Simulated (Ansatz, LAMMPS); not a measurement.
# Gap against volume in glassy 77SiO2-6B2O3-8CaO-8MgO (mol %) (142 atoms)

Density of this cell: 2.38 g/cm³. The cell holds 142 atoms: 37 Si, 6 B, 4 Ca, 4 Mg and 91 O. Cell: a = 12.196 Å, b = 12.678 Å, c = 12.709 Å, α = 89.4°, β = 87.5°, γ = 89.9°. The starting structure: 142 atoms (37 Si, 6 B, 4 Ca, 4 Mg, 91 O) placed at random at 2.31 g/cm³, melted at 3000 K for 20 ps at fixed volume with the Buckingham and Coulomb pair potential of Guillot and Sator (Geochim. Cosmochim. Acta 71, 1249 (2007)) with the boron terms of Wang et al. (J. Non-Cryst. Solids 498, 294 (2018)). Quenched from 3000 K to 300 K at 100 K/ps and fixed volume, held 10 ps at zero pressure.

Calculated with Ansatz 0.2.0: Kohn-Sham DFT, PBE, PAW (set soft_2), plane waves; cutoff 420 eV, Γ point, fermi-dirac smearing of 0.025 eV. The relaxed cell was scaled evenly and the atoms were relaxed at each volume. The gap is that between the highest filled and the lowest empty Kohn-Sham level on the run's k-points.

```
volume (Å³/atom)  gap (eV)
          12.442               4.238
          12.995               4.146
          13.409               4.030
          13.824               3.901
          14.239                   ?
          14.654               3.653
```

Task: Fit a straight line in ln V to the rows given and interpolate to the withheld row.

Worked fit:

A volume deformation potential makes the spacing linear in u = ln(V/V0), with V0 = 13.824 Å³ the relaxed volume; v is the spacing.

| u = ln(V/V0) | v (eV) |
| --- | --- |
| -0.105361 | 4.2379 |
| -0.0618751 | 4.1464 |
| -0.0304595 | 4.0296 |
| 0 | 3.9008 |
| 0.0582688 | 3.6531 |

With n = 5: mean u = -0.0278853, mean v = 3.99356, Σ(u − ū)² = 0.015364, Σ(u − ū)(v − v̄) = -0.056137. Slope b = -0.056137 / 0.015364 = -3.6537; intercept a = v̄ − b ū = 3.8917.

At the withheld volume u = 0.02956, and v = a + b u.

Prediction at 14.239: 3.784 eV. The run gave 3.759 eV, so the fit is high by 0.024 eV (0.65 % of the value).

The slope, -3.65 eV, says that the spacing narrows on expansion. Among the rows given, the largest miss of the fit is at 12.442, by 0.039 eV (6.6 % of the range of the table).

Limits: The table spans 16 % in volume, wide for a linear law. Semilocal functionals tend to put gaps under measured ones. Only the Γ point is sampled. Atoms move by up to 0.9 Å in these relaxations, so the structure changes along the series. Defect or tail levels can set the spacing of a disordered cell.

[Logs are printed without paths, hosts, clocks, repeated set-up lines and the standing remarks that a program may print on its own settings, such as how far it seeks lower states.]

[Hosts, paths, dates, database ids (printed as entryN), source tags and the programs' standing remarks are cut or masked in the printed files.]
